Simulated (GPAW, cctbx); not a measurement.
# By hand: from a DFT structure factor to an extinction distance in CuPb

CuPb, Pmma (no. 51), a = 4.8694 Å, b = 3.4709 Å, c = 5.0162 Å, α = 90.00°, β = 90.00°, γ = 90.00°.

```csv
atom,mult.,x,y,z
Pb1,2,1/4,0,0.7342
Cu1,2,1/4,1/2,0.2088
```

The start was made by putting kin elements into a known structure type; the compound need not exist, or be stable, in this form.

A DFT run (GPAW, PBE, 450 eV, 7×5×5 k-points (along the axes of the calculation cell), Fermi–Dirac width 0.1 eV) gives the static X-ray structure factor of 101 as 98.334 e for the conventional cell; superposed free atoms give 98.224 e. **Problem.** Find the Fourier component V of the crystal potential and the two-beam extinction distance at 80 kV in both cases, then the holographic phase shift per nanometre.

### 1. Geometry

The cell volume is Ω = 84.78 Å³ and d(101) = 3.4939 Å, so g = 1/d = 0.2862 Å⁻¹.

### 2. The nuclei

Electrons feel nuclei as well as electrons, so the nuclear charges are summed with the same phases.

Phase sums Σ exp(2πi h·x), turned so that the total is real and positive: Pb +1.990, Cu -1.933. Then F_Z = 82 × (+1.990) + 29 × (-1.933) = 107.13 e. The electron term has the same sign for this reflection.

### 3. Mott–Bethe

Poisson's equation, term by term, gives V = (e/4πε₀)(F_Z − F)/(πΩg²), with e/4πε₀ = 14.3996 V Å.

The prefactor is 14.3996 × 3.4939²/(π × 84.78) = 0.65997 V per electron. Free atoms: (107.13 − 98.224) × 0.65997 = 5.876 V. Crystal: (107.13 − 98.334) × 0.65997 = 5.803 V. F changes by +0.11 % and V by -1.2 %: the same 0.11 e is measured against F_Z − F = 8.9 e in place of F = 98.2 e.

### 4. Extinction distance

In the two-beam case ξ = 1/(λU) with U = 2γm₀eV/h², that is ξ = 150.41 V Å²/(γλV).

At 80 kV, λ = 0.04176 Å and γ = 1.1566. Free atoms: ξ = 530 Å. Crystal: ξ = 537 Å. The thickness fringes go as sin²(πt/ξ), so the two patterns slip by a quarter of a period when t|1/ξ₁ − 1/ξ₀| = 1/4, at t ≈ 1073 nm, thicker than usual samples. Thermal motion, absorption and many-beam coupling, left out here, change a real pattern.

### 5. Phase shift

A slab run (normal [001], unrelaxed) gives a mean inner potential of 19.84 V; free atoms give 21.14 V. The phase shift is φ = C_E V₀ t, with C_E = (2π/λE)(E + m₀c²)/(E + 2m₀c²).

C_E = 10.087 × 10⁻³ rad/(V nm). The shift is 0.2001 rad/nm in the crystal and 0.2132 rad/nm for free atoms. A sample 50 nm thick gives φ = 10.01 rad; read with the free-atom value it would seem 46.9 nm thick.

### 6. Answer

V(101) is 5.80 V against 5.88 V, and ξ is 537 against 530 Å. The phase shift is 0.200 rad/nm, and free atoms would misjudge a thickness by -6 %. Limits: static atoms, two beams.

[Outputs are excerpts: Python notices, other lines and further rows are left out; steps that failed or that the build refused (PBEsol, TPSS) are not shown.]

[Logs are printed without paths, hosts, clocks, repeated set-up lines and the standing remarks that a program may print on its own settings, such as how far it seeks lower states.]
